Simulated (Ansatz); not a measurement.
## Decaying states in the gap of Sr4P2Se

A new crystal, Sr4P2Se: structure, gap and complex bands. It is built by putting Se for O in the Sr4P2O structure of space group I4/mmm, with the volume rescaled by atomic radii. The parent structure comes from the Materials Project.

Method: PBEsol DFT, plane waves, PAW files, in the first sound run; inputs show where later runs differ, in Ansatz 0.2.0.

The structure was built from a prototype and need not be the compound's stable phase.

**1. Set-up**

The structure is tetragonal, space group I4/mmm (No. 139). Conventional cell: a = 4.922 Å, b = 4.922 Å, c = 16.354 Å, α = 90.00°, β = 90.00°, γ = 90.00°. Nearest to Sr lie 1 Se at 2.86 Å and 5 P at 3.11 to 3.54 Å. Sr has 2 Se at 2.46 Å and 4 P at 3.31 Å nearest. Nearest to P lie 9 Sr at 3.11 to 3.54 Å. Se has 6 Sr at 2.46 to 2.86 Å nearest. It derives from Sr4P2O. Se for O in the Sr4P2O structure of space group I4/mmm. Farther neighbours and most contacts between anions are not listed.

**2. Cell and atoms at rest**

The substituted atoms don't fit the parent's cell, so cell and atoms relax together. A small smearing keeps the run stable in case the gap closes on the way.

input.yaml reads:

```yaml
crystal:
  lattice:
    - [-2.4611510996, 2.4611510996, 8.1771813769]
    - [2.4611510996, -2.4611510996, 8.1771813769]
    - [2.4611510996, 2.4611510996, -8.1771813769]
  atoms:
    - { symbol: Sr, position: [0.67506155, 0.67506155, 0.0] }
    - { symbol: Sr, position: [0.32493845, 0.32493845, 0.0] }
    - { symbol: Sr, position: [0.5, 0.0, 0.5] }
    - { symbol: Sr, position: [0.0, 0.5, 0.5] }
    - { symbol: P, position: [0.86494352, 0.86494352, 0.0] }
    - { symbol: P, position: [0.13505648, 0.13505648, 0.0] }
    - { symbol: Se, position: [0.5, 0.5, 0.0] }
kpoints:
  mp_grid: { grid: [6, 6, 6] }
scf:
  occupations: { method: gaussian, width: 0.03 }
hamiltonian:
  xc: pbesol
output:
  forces: true
  stress: true
relax:
  f_tol: 0.02
  max_steps: 60
  cell: {}
```

Run with:

```
$ ansatz run input.yaml --threads 2 --pin off --max-ram 4096MiB --backend cpu --events-out ev --progress --plain --runs-dir out
```

Numbers of over 12 decimals in the logs are rounded to 6 here.

The log of the run:

```text
basis.fft_grid_basis auto: the FFT boxes are laid along the combinations [[1, 0, 1], [0, 1, 1], [0, 0, 1]] of the cell's own vectors, 4.922, 4.922 and 8.887 Å long. The dense box has 36×36×60 points. Along the cell's own vectors, as sized, it would have 60×60×60, 2.78 times as many. Of the 16 symmetry operations that the crystal satisfies within crystal.symmetry.tolerance (time reversal apart; of a slab, those that k [...]
Engine: ansatz 0.2.0, x86_64-unknown-linux-gnu
Pseudopotentials: kind: paw
Pseudopotential: Sr, paw, valence charge 10, recommended cutoff 420 eV (normal), Sr.paw.azcp
Pseudopotential: P, paw, valence charge 5, recommended cutoff 420 eV (normal), P.paw.azcp
Pseudopotential: Se, paw, valence charge 16, recommended cutoff 420 eV (normal), Se.paw.azcp
Functional definition: PBEsol
  exchange = pbesol_x
  correlation = pbesol_c
Crystal: 7 atoms, lattice volume = 198.125 Å³
Basis set: ecut = 420 eV, 3855 PW (Γ), FFT grids on a1+a3, a2+a3, a3, exchange–correlation on 72×72×120 points (8 copies of the dense FFT grid, shifted against one another)
Bands: 40, of which v1, the nominal top of the filled ones, is band 33 counted from 1 (32 counted from 0)
Symmetry: 16 space group operations
Space group: I4/mmm (ITA 139), of the structure as read, at distance tolerance 5.8e-5 Å
k-points: 30 of 216
Non-local potential: Sr, projectors of the file, l = 0: 3, l = 1: 2, l = 2: 2
Non-local potential: P, projectors of the file, l = 0: 2, l = 1: 2, l = 2: 2
Non-local potential: Se, projectors of the file, l = 0: 2, l = 1: 2, l = 2: 3, l = 3: 1
PAW form: soft (Blöchl's): semilocal exchange-correlation on the pseudo side does not see the compensation charge
PAW frozen core: Sr, regenerated for the run's functional, and the local potential with it (the file was generated under x = pbe(κ = 0.804, μ = 0.219515), c = pbe(β = 0.066725))
PAW frozen core: P, regenerated for the run's functional, and the local potential with it (the file was generated under x = pbe(κ = 0.804, μ = 0.219515), c = pbe(β = 0.066725))
PAW frozen core: Se, regenerated for the run's functional, and the local potential with it (the file was generated under x = pbe(κ = 0.804, μ = 0.219515), c = pbe(β = 0.066725))
PAW one-centre angular grid: Sr, 110 points (default); XC on 64 Gauss nodes
PAW one-centre angular grid: P, 110 points (default); XC on 64 Gauss nodes
PAW one-centre angular grid: Se, 590 points (default); XC on 64 Gauss nodes
Initial density: superposition of atomic densities (neutral atoms: chi_scale 0, normalization atom), corrected by the library's trained network
Initial wavefunctions: pseudopotential atomic-orbital guess
Functional: x = pbesol(κ = 0.804, μ = 0.123457), c = pbesol(β = 0.046)
SCF iter   1: F=—  HF=-20877.743245 eV  |F-HF|=—  |Δ(HF+E_count)|=         —  Δρ=3.87e-3  dr2=9.57e-2  ethr=1.77e-3  ⟨swp⟩=13.5  Hψ=7210  notcnv=0
preconditioner: auto → Resta (q_TF=auto, 2.272 Å⁻¹)  ε∞=3.0  [insulator: Δε(μ)=0.596 eV  Ē_g=12.738 eV  σ=0.030 eV  W_gap=1.00  n_scr=32 (ndim 8)  ℏωp=17.9 eV  f_vac=0.001  D(μ)=0.00/eV (n_scr^D=0)  ε∞_Penn≈3.0]
SCF iter   2: F=—  HF=-20877.728415 eV  |F-HF|=—  |Δ(HF+E_count)|=   1.48e-2  Δρ=1.45e-3  dr2=6.33e-3  ethr=1.45e-4  ⟨swp⟩=3.7  Hψ=2106  notcnv=0  defer=44
SCF iter   3: F=—  HF=-20877.727538 eV  |F-HF|=—  |Δ(HF+E_count)|=   8.77e-4  Δρ=6.38e-4  dr2=8.68e-4  ethr=9.59e-6  ⟨swp⟩=2.4  Hψ=2015  notcnv=0  defer=44
SCF iter   4: F=—  HF=-20877.727442 eV  |F-HF|=—  |Δ(HF+E_count)|=   9.63e-5  Δρ=1.99e-4  dr2=8.19e-5  ethr=1.31e-6  ⟨swp⟩=2.0  Hψ=1990  notcnv=0  defer=44
SCF iter   5: F=—  HF=-20877.727566 eV  |F-HF|=—  |Δ(HF+E_count)|=   1.25e-4  Δρ=4.50e-5  dr2=4.42e-6  ethr=1.24e-7  ⟨swp⟩=2.0  Hψ=2146  notcnv=0  defer=44
SCF iter   6: F=—  HF=-20877.727567 eV  |F-HF|=—  |Δ(HF+E_count)|=   5.16e-7  Δρ=1.82e-5  dr2=6.07e-7  ethr=6.70e-9  ⟨swp⟩=2.1  Hψ=2175  notcnv=0  defer=44
SCF iter   7: F=-20877.727567 eV  HF=-20877.727567 eV  |F-HF|=1.78e-8  |Δ(HF+E_count)|=   3.48e-7  Δρ=4.43e-6  dr2=6.05e-8  ethr=1.52e-10  ⟨swp⟩=5.4  Hψ=4656  notcnv=0
SCF 1 converged in 7 iterations: F = -20877.727567 eV  dr2 = 6.05e-8
  greatest PAW one-centre occupation: 1.000 electrons in one spin orbital (limit 2), on the Se atom at site 6 (counted from 0), in its partial waves of l = 2
relax step   1: F+E_penalty+E_count = -20877.72756727 eV  Δ(F+E_penalty+E_count) = +0.000e0 eV  max|allowed force component| = 1.355e0 eV/Å  Δτ_max = 0.0000 Å  P = +11.210 GPa  Ω = 198.125 Å³  (7 SCF iters, dr2 threshold 1.00e-7 eV, accepted)
Crystal: 7 atoms, lattice volume = 218.398 Å³
Basis set: ecut = 420 eV, 4307 PW (Γ), FFT grids on a1+a3, a2+a3, a3, exchange–correlation on 72×72×120 points (8 copies of the dense FFT grid, shifted against one another)
Initial density: handed on by an earlier stage of this run
Initial wavefunctions: those handed on with the density
iter 1 solved again at ethr=2.27e-4 eV; its pass at ethr=3.10e-3 eV (dr2=1.50e-1 eV) is discarded
SCF iter   1: F=—  HF=-20879.322193 eV  |F-HF|=—  |Δ(HF+E_count)|=         —  Δρ=4.80e-3  dr2=1.51e-1  ethr=2.27e-4  ⟨swp⟩=2.1  Hψ=8142  notcnv=0
preconditioner: auto → Resta (q_TF=auto, 2.235 Å⁻¹)  ε∞=5.3  [insulator: Δε(μ)=0.917 eV  Ē_g=5.794 eV  σ=0.030 eV  W_gap=1.00  n_scr=32 (ndim 8)  ℏωp=12.0 eV  f_vac=0.005  D(μ)=0.00/eV (n_scr^D=0)  ε∞_Penn≈5.3]
SCF iter   2: F=—  HF=-20879.291867 eV  |F-HF|=—  |Δ(HF+E_count)|=   3.03e-2  Δρ=2.37e-3  dr2=2.46e-2  ethr=2.27e-4  ⟨swp⟩=3.4  Hψ=1814  notcnv=0
SCF iter   3: F=—  HF=-20879.286657 eV  |F-HF|=—  |Δ(HF+E_count)|=   5.21e-3  Δρ=7.11e-4  dr2=2.37e-3  ethr=3.72e-5  ⟨swp⟩=3.4  Hψ=2617  notcnv=0
SCF iter   4: F=—  HF=-20879.285551 eV  |F-HF|=—  |Δ(HF+E_count)|=   1.11e-3  Δρ=4.13e-4  dr2=7.15e-4  ethr=3.60e-6  ⟨swp⟩=2.0  Hψ=2348  notcnv=0  defer=1
SCF iter   5: F=—  HF=-20879.285529 eV  |F-HF|=—  |Δ(HF+E_count)|=   2.20e-5  Δρ=1.10e-4  dr2=4.59e-5  ethr=1.08e-6  ⟨swp⟩=2.0  Hψ=2158  notcnv=0  defer=1
SCF iter   6: F=—  HF=-20879.285629 eV  |F-HF|=—  |Δ(HF+E_count)|=   9.97e-5  Δρ=3.22e-5  dr2=3.23e-6  ethr=6.96e-8  ⟨swp⟩=2.0  Hψ=2142  notcnv=0  defer=1
SCF iter   7: F=-20879.285630 eV  HF=-20879.285630 eV  |F-HF|=3.28e-7  |Δ(HF+E_count)|=   1.11e-6  Δρ=7.47e-6  dr2=3.48e-7  ethr=1.06e-9  ⟨swp⟩=5.9  Hψ=5214  notcnv=0
SCF 2 converged in 7 iterations: F = -20879.285630 eV  dr2 = 3.48e-7
relax step   2: F+E_penalty+E_count = -20879.28562983 eV  Δ(F+E_penalty+E_count) = -1.558e0 eV  max|allowed force component| = 6.632e-1 eV/Å  Δτ_max = 0.1075 Å  P = +4.112 GPa  Ω = 218.398 Å³  energy of the carried Pulay correction = -1.322e-3 eV  (7 SCF iters, dr2 threshold 7.00e-7 eV, accepted)
[...]
preconditioner: auto → Resta (q_TF=auto, 2.214 Å⁻¹)  ε∞=5.6  [insulator: Δε(μ)=0.487 eV  Ē_g=5.373 eV  σ=0.030 eV  W_gap=1.00  n_scr=32 (ndim 8)  ℏωp=11.5 eV  f_vac=0.001  D(μ)=0.00/eV (n_scr^D=0)  ε∞_Penn≈5.6]
SCF iter   2: F=—  HF=-20879.835155 eV  |F-HF|=—  |Δ(HF+E_count)|=   2.29e-2  Δρ=2.19e-3  dr2=1.92e-2  ethr=1.54e-4  ⟨swp⟩=3.2  Hψ=1781  notcnv=0
SCF iter   3: F=—  HF=-20879.831576 eV  |F-HF|=—  |Δ(HF+E_count)|=   3.58e-3  Δρ=5.38e-4  dr2=1.19e-3  ethr=2.90e-5  ⟨swp⟩=3.5  Hψ=2507  notcnv=0
SCF iter   4: F=—  HF=-20879.831495 eV  |F-HF|=—  |Δ(HF+E_count)|=   8.14e-5  Δρ=2.63e-4  dr2=2.72e-4  ethr=1.80e-6  ⟨swp⟩=2.0  Hψ=2197  notcnv=0
SCF iter   5: F=—  HF=-20879.831466 eV  |F-HF|=—  |Δ(HF+E_count)|=   2.84e-5  Δρ=9.26e-5  dr2=4.87e-5  ethr=4.13e-7  ⟨swp⟩=2.0  Hψ=2186  notcnv=0
SCF iter   6: F=—  HF=-20879.831461 eV  |F-HF|=—  |Δ(HF+E_count)|=   5.25e-6  Δρ=3.55e-5  dr2=4.89e-6  ethr=7.38e-8  ⟨swp⟩=2.2  Hψ=1844  notcnv=0
SCF iter   7: F=-20879.831461 eV  HF=-20879.831461 eV  |F-HF|=8.33e-8  |Δ(HF+E_count)|=   7.69e-8  Δρ=9.45e-6  dr2=3.18e-7  ethr=1.06e-9  ⟨swp⟩=6.4  Hψ=5881  notcnv=0
SCF 3 converged in 7 iterations: F = -20879.831461 eV  dr2 = 3.18e-7
relax step   3: F+E_penalty+E_count = -20879.83146118 eV  Δ(F+E_penalty+E_count) = -5.458e-1 eV  max|allowed force component| = 9.571e-2 eV/Å  Δτ_max = 0.1227 Å  P = +1.233 GPa  Ω = 230.888 Å³  energy of the carried Pulay correction = -2.075e-3 eV  (7 SCF iters, dr2 threshold 7.00e-7 eV, accepted)
[...]
relax step   4: F+E_penalty+E_count = -20879.90268107 eV  Δ(F+E_penalty+E_count) = -7.122e-2 eV  max|allowed force component| = 5.584e-2 eV/Å  Δτ_max = 0.0402 Å  P = +0.239 GPa  Ω = 236.947 Å³  energy of the carried Pulay correction = -2.424e-3 eV  (6 SCF iters, dr2 threshold 7.00e-7 eV, accepted)
[...]
relax step   5: F+E_penalty+E_count = -20879.90733134 eV  Δ(F+E_penalty+E_count) = -4.650e-3 eV  max|allowed force component| = 6.150e-2 eV/Å  Δτ_max = 0.0293 Å  P = -0.040 GPa  Ω = 238.565 Å³  energy of the carried Pulay correction = -2.516e-3 eV  (6 SCF iters, dr2 threshold 5.77e-7 eV, accepted)
[...]
relax step   6: F+E_penalty+E_count = -20879.90492382 eV  Δ(F+E_penalty+E_count) = +2.408e-3 eV  max|allowed force component| = 1.192e-1 eV/Å  Δτ_max = 0.0229 Å  P = +0.030 GPa  Ω = 238.248 Å³  energy of the carried Pulay correction = -2.498e-3 eV  (5 SCF iters, dr2 threshold 2.36e-7 eV, rejected (line search))
[...]
relax step   7: F+E_penalty+E_count = -20879.90846821 eV  Δ(F+E_penalty+E_count) = -1.137e-3 eV  max|allowed force component| = 1.277e-3 eV/Å  Δτ_max = 0.0091 Å  P = +0.002 GPa  Ω = 238.412 Å³  energy of the carried Pulay correction = -2.508e-3 eV  (9 SCF iters, accepted)
[...]
relax step   8: F+E_penalty+E_count = -20879.91838681 eV  Δ(F+E_penalty+E_count) = -9.919e-3 eV  max|allowed force component| = 1.059e-3 eV/Å  Δτ_max = 0.0000 Å  P = +0.061 GPa  Ω = 238.412 Å³  stress off target by 8.51e-2 GPa  SCF on the basis re-selected at this cell (its energy is not comparable with the rows above)  (8 SCF iters)
[...]
relax step   9: F+E_penalty+E_count = -20879.91848146 eV  Δ(F+E_penalty+E_count) = -9.465e-5 eV  max|allowed force component| = 1.393e-3 eV/Å  Δτ_max = 0.0008 Å  P = +0.006 GPa  Ω = 238.790 Å³  energy of the carried Pulay correction = -1.951e-5 eV  (5 SCF iters, dr2 threshold 1.81e-8 eV, accepted)
iter 1 solved again at ethr=5.39e-7 eV; its pass at ethr=3.10e-3 eV (dr2=3.56e-4 eV) is discarded
SCF iter   1: F=—  HF=-20879.918335 eV  |F-HF|=—  |Δ(HF+E_count)|=         —  Δρ=5.47e-5  dr2=1.60e-7  ethr=5.39e-7  ⟨swp⟩=4.1  Hψ=11299  notcnv=0
eigensolver tolerance schedule: the retry pair's looser diagonalisation over-reported the residual by 2223.60 of it (diagonalisation noise at 0.63 of the residual, at the tolerance the schedule requests for it); recorded, not acted on — ethr = c·dr2/N_el stays at c = 1.0e-1
SCF iter   2: F=—  HF=-20879.918497 eV  |F-HF|=—  |Δ(HF+E_count)|=   1.62e-4  Δρ=2.76e-5  dr2=4.58e-8  ethr=2.42e-10  ⟨swp⟩=3.9  Hψ=3004  notcnv=0
SCF iter   3: F=—  HF=-20879.918502 eV  |F-HF|=—  |Δ(HF+E_count)|=   4.95e-6  Δρ=4.08e-6  dr2=5.01e-9  ethr=6.95e-11  ⟨swp⟩=2.1  Hψ=1917  notcnv=0
SCF iter   4: F=—  HF=-20879.918502 eV  |F-HF|=—  |Δ(HF+E_count)|=   1.05e-7  Δρ=4.10e-7  dr2=4.70e-10  ethr=7.58e-12  ⟨swp⟩=2.0  Hψ=1474  notcnv=0
SCF iter   5: F=—  HF=-20879.918502 eV  |F-HF|=—  |Δ(HF+E_count)|=  5.46e-11  Δρ=1.68e-7  dr2=9.50e-11  ethr=1.00e-12  ⟨swp⟩=6.0  Hψ=4673  notcnv=0
SCF iter   6: F=-20879.918502 eV  HF=-20879.918502 eV  |F-HF|=1.46e-11  |Δ(HF+E_count)|=  3.27e-11  Δρ=8.93e-8  dr2=2.19e-11  ethr=1.00e-12  ⟨swp⟩=5.3  Hψ=4328  notcnv=0
SCF 10 converged in 6 iterations: F = -20879.918502 eV  dr2 = 2.19e-11
relax step  10: F+E_penalty+E_count = -20879.91850231 eV  Δ(F+E_penalty+E_count) = -2.085e-5 eV  max|allowed force component| = 1.393e-3 eV/Å  Δτ_max = 0.0000 Å  P = +0.006 GPa  Ω = 238.790 Å³  stress off target by 7.33e-3 GPa  SCF on the basis re-selected at this cell (its energy is not comparable with the rows above)  (6 SCF iters)
basis re-selected at this cell: Δ(F+E_penalty+E_count) = -2.085e-5 eV, ΔP = -0.000 GPa vs the last step (what re-selecting the basis moved, of the pressure what is left beyond the Pulay correction that the steps carried, after the strain that the cell walked since its last selection, with what the two solves' SCF thresholds leave and, on support functions, any second-order correction that the steps lacked; it is no m [...]
SCF converged after 6 iterations
Free energy (F): -20879.918502 eV
Harris-Foulkes:  -20879.918502 eV  (|F-HF|=1.46e-11)
Internal energy: -20879.918502 eV  (E = F + TS)
E sigma→0 (E₀):  -20879.918502 eV
Entropy (-TS):   -0.000001 eV (-0.000 meV/atom)
Fermi energy:    6.219488 eV
--- Per-component energies (eV) ---
  E_band       = -865.824941
  E_kinetic    = 1237.626856
  E_local      = -6872.443036  (includes V_loc(G=0)·N_el)
  E_nonlocal   = 286.397747
  E_hartree    = 2653.969271
  E_xc         = -911.411888
  E_vxc        = -864.750238  (∫ρ·V_xc dr)
  E_paw        = -13552.079608  (= ΣΔE_a)
  E_vpaw       = 39.405724  (= ΣTr[D̂ρ^β])
  E_aug_tail   = -0.000577  (compensation charges beyond the density's cutoff)
  E_ewald      = -3723.615298
  E_core_change = 1.638032  (= ΣΔE_core)
  E_smearing   = -0.000001  (= −TS)
  E_closure    = -0.000000  (closes the sum)
  Σ components = -20879.918502   (vs F -20879.918502, Δ=0.00e0)
--- Forces (eV/Å), atoms counted from 1 ---
  atom   1  Sr    -0.00000000    -0.00000000     0.00139289
  atom   2  Sr     0.00000000     0.00000000    -0.00139289
  atom   3  Sr    -0.00000000    -0.00000000     0.00000000
  atom   4  Sr    -0.00000000     0.00000000     0.00000000
  atom   5  P     -0.00000000     0.00000000    -0.00072394
  atom   6  P      0.00000000     0.00000000     0.00072394
  atom   7  Se    -0.00000000     0.00000000     0.00000000
  max |Σ_I F_I| component: 1.73e-18 eV/Å
--- Stress (GPa, compression-positive) ---
        0.007331       0.000000       0.000000
        0.000000       0.007331      -0.000000
        0.000000      -0.000000       0.003433
  P = ⅓ Tr σ = 0.0060 GPa (0.060 kbar)
--- Relaxed structure (8 steps of the walk, 7 accepted, 2 SCFs on fresh bases) ---
  F+E_penalty+E_count = -20879.91850231 eV   max|allowed force component| = 1.393e-3 eV/Å   (the final SCF, on the basis selected at the relaxed cell)
  cell:  # Å, volume = 238.7903 Å³
    - [-2.741565, 2.741565, 7.942544]
    - [2.741565, -2.741565, 7.942544]
    - [2.741565, 2.741565, -7.942544]
  atoms:
    - { symbol: Sr, position: [0.691720, 0.691720, 0] }
    - { symbol: Sr, position: [0.308280, 0.308280, 0] }
    - { symbol: Sr, position: [0.5, 5.189902094071465e-19, 0.5] }
    - { symbol: Sr, position: [5.189902094071459e-19, 0.5, 0.5] }
    - { symbol: P, position: [0.874363, 0.874363, 0] }
    - { symbol: P, position: [0.125637, 0.125637, 0] }
    - { symbol: Se, position: [0.500000, 0.500000, 0] }
```

It took 65 s on 2 threads of Intel Xeon Platinum 8375C at 2.90GHz (Ice Lake), shared host; peak memory 0.68 GiB; 2.1 min of CPU time.

Step by step:

```csv
step,energy less that of the first step (eV),largest force component (eV/Å),pressure (GPa),volume (Å³)
1,0.0000,1.3549,11.21,198.13
2,-1.5581,0.6632,4.11,218.40
3,-2.1039,0.0957,1.23,230.89
4,-2.1751,0.0558,0.24,236.95
5,-2.1798,0.0615,-0.04,238.57
6,-2.1774,0.1192,0.03,238.25
7,-2.1809,0.0013,0.00,238.41
8*,-2.1908,0.0011,0.06,238.41
9,-2.1909,0.0014,0.01,238.79
10*,-2.1909,0.0014,0.01,238.79
```

Relaxation steps marked * repeat the geometry before them on a plane-wave basis chosen anew for their cell, so energy and pressure can jump there. Relaxation step 6 was tried and not accepted.

Forces are held to the 16 operations that the run works with; a distortion that breaks them can't arise in this run.

```csv
"conventional cell, symmetrised",before,after,change
a (Å),4.922,5.483,+11.4 %
b (Å),4.922,5.483,+11.4 %
c (Å),16.354,15.885,-2.9 %
volume (Å³/atom),28.30,34.11,+20.5 %
```

The atoms that moved most (Å, as changes of fractional coordinates times the final cell):

```csv
atom,dx,dy,dz,length
Sr1,0.000,0.000,0.265,0.265
Sr2,0.000,0.000,-0.265,0.265
P5,0.000,0.000,0.150,0.150
P6,0.000,0.000,-0.150,0.150
```

This step gave:

* free energy: -20879.9185 eV
* Fermi energy: 6.219 eV
* pressure: 0.006032 GPa

The largest force component on a free atom ends at 0.0014 eV/Å.

**3. The bulk crystal and its band edges**

The energy window and the wavevectors of the next steps follow from the band edges, so these are searched first, off the mesh as well.

input.yaml reads:

```yaml
crystal:
  lattice:
    - [-2.7415646196, 2.7415646196, 7.9425439945]
    - [2.7415646196, -2.7415646196, 7.9425439945]
    - [2.7415646196, 2.7415646196, -7.9425439945]
  atoms:
    - { symbol: Sr, position: [0.6917201621, 0.6917201621, 0.0] }
    - { symbol: Sr, position: [0.3082798379, 0.3082798379, 0.0] }
    - { symbol: Sr, position: [0.5, 0.0, 0.5] }
    - { symbol: Sr, position: [0.0, 0.5, 0.5] }
    - { symbol: P, position: [0.8743629575, 0.8743629575, 0.0] }
    - { symbol: P, position: [0.1256370425, 0.1256370425, 0.0] }
    - { symbol: Se, position: [0.5, 0.5, 0.0] }
kpoints:
  mp_grid: { grid: [8, 8, 8] }
  band_path: { path: [VBM, CBM], npoints: 30 }
scf:
  occupations: { method: fixed }
hamiltonian:
  xc: pbesol
output:
  eigenvalues: true
  write_potential: true
  write_density: true
  volumetric_format: npy
```

The log of the run:

```text
[...]
Crystal: 7 atoms, lattice volume = 238.790 Å³
Basis set: ecut = 420 eV, 4659 PW (Γ)
Bands: 40, of which v1, the nominal top of the filled ones, is band 33 counted from 1 (32 counted from 0)
Symmetry: 16 space group operations
[...]
k-points: 59 of 512
[...]
SCF iter   1: F=—  HF=-20879.942276 eV  |F-HF|=—  |Δ(HF+E_count)|=         —  Δρ=3.47e-3  dr2=1.25e-1  ethr=1.77e-3  ⟨swp⟩=7.4  Hψ=10147  notcnv=0  defer=272
[...]
SCF iter   8: F=-20879.919436 eV  HF=-20879.919436 eV  |F-HF|=3.21e-9  |Δ(HF+E_count)|=   1.61e-8  Δρ=1.73e-6  dr2=1.29e-8  ethr=1.52e-10  ⟨swp⟩=18.2  Hψ=13451  notcnv=0
SCF 1 converged in 8 iterations: F = -20879.919436 eV  dr2 = 1.29e-8
[...]
NSCF: frozen V_eff on 30 k-points
[...]
SCF converged after 8 iterations
Free energy (F): -20879.919436 eV
[...]
Internal energy: -20879.919436 eV  (E = F + TS)
E sigma→0 (E₀):  -20879.919436 eV
Fermi energy:    6.147646 eV
[...]
--- Band table (eV; the first three rows and the last of 59) ---
  k-point 0: bands = [... 29 lower, 5.0993, 5.7171, 5.7171, 6.1476, 6.2907, 7.1853, 7.2367, 7.8957, ... 3 higher]
  k-point 1: bands = [... 29 lower, 5.0586, 5.1131, 5.5217, 6.1067, 6.8310, 7.3813, 7.7571, 7.7595, ... 3 higher]
  k-point 2: bands = [... 29 lower, 4.9818, 5.0995, 5.1575, 5.9002, 7.3437, 7.7333, 8.1371, 8.6431, ... 3 higher]
  k-point 58: bands = [... 29 lower, 5.0128, 5.1418, 5.6089, 5.6089, 6.8580, 7.1864, 7.2646, 7.2941, ... 3 higher]
```

It took 27 s on 2 threads; peak memory 0.82 GiB; 53 s of CPU time.

Reading the cycles: dr2 is the Hartree energy of the density residual (eV), the measure of convergence; HF is the Harris–Foulkes estimate of the energy, which meets the free energy F at convergence.

Numbers from this step:

- free energy: -20879.9194 eV
- Fermi energy: 6.148 eV
- gap on the k-mesh: 0.1430 eV
- gap on path: 0.1430 eV, by band count; negative where bands overlap
- direct gap on path: 0.1430 eV
- edge places on path: 0, 0 1/A along the path

Levels at VBM (eV): -3.54, -2.44, -2.44, -2.21, -1.05, -1.05, -0.43, -0.43, 0.00, 0.14, 1.04, 1.09, 1.75, 1.75, 2.03, 2.78.

The searched edges give 0.143 eV, as on the mesh.

[end of part 1 of 2]

[Logs are printed without paths, hosts, clocks, repeated set-up lines and the standing remarks that a program may print on its own settings, such as how far it seeks lower states.]

[Hosts, paths, dates, database ids (printed as entryN), source tags and the programs' standing remarks are cut or masked in the printed files.]

[New means built here by substitution; the compound itself may be known and measured.]
